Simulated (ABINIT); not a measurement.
Records of electronic-structure calculations.

### GaN (P6_3mc): G0W0 with ABINIT, start to end

Symmetry: P6_3mc, No. 186, hexagonal system. The conventional cell has a = 3.180 Å, b = 3.180 Å, c = 5.166 Å, α = 90.00°, β = 90.00°, γ = 120.00°. Nearest to Ga lie 4 N at 1.94 to 1.95 Å. Nearest to N lie 4 Ga at 1.94 to 1.95 Å. Farther neighbours, and contacts between anions beyond the nearest, are not listed.

* method: RPA screening on PBE with spin-orbit coupling, plane waves, norm-conserving pseudopotentials (and 2 further levels or steps)
* program: ABINIT 10.8.3
* settings: cutoff 45 Ha, PseudoDojo fully relativistic 0.4 stringent, norm-conserving, potential set dojo-fr-pbe-0.4-stringent, ngkpt (3, 3, 2), nband 132, ecuteps 4.4 Ha, shiftk (0, 0, 0), symchi 1, awtr 1, frequency ppm, 3×3×2 k-mesh
* cost: 5 runs, 9.7 min in all on 4 MPI ranks of Arm Neoverse V1, shared host
* notes: The database entry behind the starting cell differs from other determinations of this structure. The program’s warnings: Neglecting <n,k|[Vnl,iqr]|m,k> and nkpt*nsppol () is not a multiple of nproc spkpt (). The cell and positions come from the Crystallography Open Database and are kept as given unless a step says otherwise. Limits: screening head approximate. The 3×3×2 mesh is coarse for this cell, which bears on the long-range parts of exchange and screening.
* PBE gap: 1.99 eV, direct
* G0W0 gap on the mesh: 2.59 eV
* GW settings: 3×3×2 mesh, 132 bands, screening to 119.7 eV, Godby-Needs plasmon pole
* known limits: short of the basis limit; screening head approximate; coarse k mesh

G0W0 moves the gap on the mesh from 1.99 eV to 2.59 eV (+0.59 eV), with Z of 0.80 and 0.82 at the edges. Local fields lower the RPA ε∞ on this mesh from 16.36 to 15.30; a Γ-centred mesh this coarse tends to raise both, most where the direct gap is narrow, while a short band sum lowers them.

[Paths, hosts, dates, memory and timing lines, banners, echoed tables and standing remarks are left out of the program output; an Ansatz launch command may be rebuilt from the run's recorded settings. Measured values are a selection of at most five: reports struck by readers or far from the other reports are left out. None is set beside runs whose start may be inverted or whose files or cutoffs have a known fault.]

[Runs of the session that timed out or met a known fault of the program may be left out.]

[Hosts, paths, dates, database ids (printed as entryN), source tags and the programs' standing remarks are cut or masked in the printed files.]

[G0W0 gaps are taken among the corrected bands and points alone; a level outside them can change the order at an edge.]

[Where Ansatz stands beside ABINIT at settings called matched, ABINIT's density can come from a denser mesh and the files from another edition; pairs whose starting gaps differed by over 0.03 eV were left out, so agreement reads better than it is.]
